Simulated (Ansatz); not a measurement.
Consider Ca2TiO4 (I4/mmm).

```
Ca Ti O
1.0
     1.92789   -1.92789    5.99301
    -1.92789    1.92789    5.99301
    -1.92789   -1.92789   -5.99301
Ca Ti O
2 1 4
Cartesian
  0.0000 0.0000 4.2345
  0.0000 0.0000 7.7515
  0.0000 0.0000 0.0000
  -1.9279 0.0000 0.0000
  0.0000 -1.9279 0.0000
  0.0000 0.0000 1.9899
  0.0000 0.0000 9.9961
```

The cell and positions are those that the Materials Project relaxed with its own functionals (PBE, PBE+U or r2SCAN), kept fixed. The program's search for lower electronic states was switched off, so nothing shows that the state found is the lowest. PAW set soft_2, made with PBE.

A constrained-RPA run (Ansatz 0.2.0; non-magnetic LDA; Ti t2g, bands c1 to c3, 6×6×6 mesh, medium accuracy) builds 3 functions on bands 2.6 eV wide, with 0.0 electrons in the window. The bare on-site interaction is 14.4 eV and the bare J 0.49 eV.

Q: What U and J survive the screening?

On the Ti t2g shell, U = 3.32 eV (23 % of the bare value), U′ = 2.56 eV, J = 0.37 eV.

The parent state is non-magnetic and the interaction static (zero frequency); U depends on the window and the orbitals, so it belongs to this model alone.

[Paths, hosts, dates, memory and timing lines, banners, echoed tables and standing remarks are left out of the program output.]

[Logs are printed without paths, hosts, clocks, repeated set-up lines and the standing remarks that a program may print on its own settings, such as how far it seeks lower states.]

[Runs of the session that timed out or met a known fault of the program may be left out.]

[Hosts, paths, dates, database ids (printed as entryN), source tags and the programs' standing remarks are cut or masked in the printed files.]
